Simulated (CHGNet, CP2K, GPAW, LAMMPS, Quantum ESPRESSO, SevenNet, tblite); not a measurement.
# Predicting plane-wave site energies from CP2K double zeta, LDA: C in place of Si in glassy 68SiO2-14MgO-11ZnO-7BaO (mol %) (75 atoms)

Density of this cell: 2.98 g/cm³. The cell holds 75 atoms: 19 Si, 4 Mg, 3 Zn, 2 Ba and 47 O. Its edges and angles: a = 10.108 Å, b = 10.108 Å, c = 10.108 Å, α = 90.0°, β = 90.0°, γ = 90.0°. 75 atoms (19 Si, 4 Mg, 3 Zn, 2 Ba, 47 O) placed at random at 2.98 g/cm³, melted at 4000 K for 10 ps at fixed volume with the Morse and Coulomb pair potential with partial charges (Pedone, Malavasi, Menziani, Cormack and Segre, J. Phys. Chem. B 110, 11780 (2006)). Quenched from 4000 K to 300 K at 25 K/ps and fixed volume, held 5 ps, then minimised at fixed cell. Then the atoms were relaxed with SevenNet 0 in the fixed cell.

Calculated with Quantum ESPRESSO 7.5: PBE; plane waves, SSSP efficiency, 60/480 Ry; k-points Γ. The cheaper level is LDA; DZVP-MOLOPT-SR, GTH-PADE potentials, 1200 Ry; k-points Γ. Each row is one cell with C in place of Si, relaxed with SevenNet 0; both levels solve the same cells, and energies are counted from site Si19 at each level.

```
energy from CP2K double zeta, LDA (eV)  energy from plane waves (eV)  site
                                 0.000                             0  Si19
                                 0.424                        0.4565   Si2
                                 0.621                             ?     ?
                                 0.853                         1.065  Si16
                                 0.929                         1.114  Si12
```

Task: Fit a straight line to the rows given and interpolate to the withheld row.

Worked fit:

Take u as the energy from CP2K double zeta, LDA and v as that from plane waves.

```
  u (eV)    v (eV)
       0         0
0.423723  0.456505
0.852764   1.06471
0.929214   1.11445
```

With n = 4: mean u = 0.551425, mean v = 0.658916, Σ(u − ū)² = 0.55391, Σ(u − ū)(v − v̄) = 0.68357. Slope b = 0.68357 / 0.55391 = 1.2341; intercept a = v̄ − b ū = -0.021589.

At the withheld site u = 0.6209, and v = a + b u.

Prediction at 0.621: 0.7446 eV. The run gave 0.9124 eV, so the fit is low by 0.17 eV (18 % of the value).

The slope of 1.2 says that CP2K double zeta, LDA compresses the spread of the sites. Taken as it stands, without the line, its value misses the withheld site by 0.29 eV. Among the rows given, the largest miss of the fit is at 0.424, by 0.045 eV (4.0 % of the range of the table).

Limits: Few sites, one cell. The geometries are those of SevenNet 0, not of DFT.

[Logs are printed without paths, hosts, clocks, repeated set-up lines and the standing remarks that a program may print on its own settings, such as how far it seeks lower states.]

[Hosts, paths, dates, database ids (printed as entryN), source tags and the programs' standing remarks are cut or masked in the printed files.]
